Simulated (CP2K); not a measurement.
Consider 2-mercaptoimidazole at its PBE geometry (Å).

```xyz
10

S     2.5549    0.0622   -0.3919
C     0.8321    0.0717   -0.0413
N     0.2442    0.6306    1.0064
C    -1.1076    0.3739    0.8383
C    -1.3350   -0.3417   -0.3128
N    -0.0789   -0.5330   -0.8741
H     2.8372    0.7593    0.7296
H    -1.8352    0.7248    1.5624
H    -2.2349   -0.7210   -0.7805
H     0.1231   -1.0269   -1.7361
```

Method: CP2K XAS_TDP, all-electron GAPW, PBEh(45%), aug-cc-pVDZ, TDA, GW2X-corrected core level, no relativity.

**Question.** Where do the C K-edge lines lie, and how strong are they?

Leading lines: C2 288.72 eV, C4 288.28 eV and C5 288.40 eV. The leading line of an atom is its first one with 35 % of the strongest within 2.5 eV of its lowest line over the strength cut. Core ionisation energies at this level: C4 292.17, C5 292.54 and C2 293.53 eV.

The first six lines of each atom with a strength over 0.0015:

```
                     atom  energy (eV)  states  strength, one atom  above the computed threshold
 C2 (bonded to 2 N and S)       288.72       1              0.0605                              
                                290.35       1              0.0296                              
                                291.56       1              0.0037                              
                                293.13       1              0.0038                              
                                293.47       1              0.0016                              
                                293.50       1              0.0088                              
C4 (bonded to C, N and H)       288.28       1              0.0530                              
                                290.39       1              0.0051                              
                                290.48       1              0.0017                              
                                290.87       1              0.0041                              
                                291.43       1              0.0022                              
                                291.84       1              0.0016                              
C5 (bonded to C, N and H)       288.40       1              0.0502                              
                                290.27       1              0.0102                              
                                291.06       1              0.0049                              
                                292.09       1              0.0035                              
                                292.19       1              0.0042                              
                                292.46       1              0.0067
```

Lines are vertical, at one geometry, with no vibrational structure. GW2X ionisation energies and lines can be off by 1 to 2 eV either way, and a good line position may hide errors that cancel. These values hold no scalar relativity, about 0.1 eV for C 1s. Rydberg lines, and the discretised continuum above threshold, depend on the basis and the box.

[Banner, clock and machine lines of the logs are left out without a mark of their own.]

[Logs are printed without paths, hosts, clocks, repeated set-up lines and the standing remarks that a program may print on its own settings, such as how far it seeks lower states.]

[Hosts, paths, dates, database ids (printed as entryN), source tags and the programs' standing remarks are cut or masked in the printed files.]
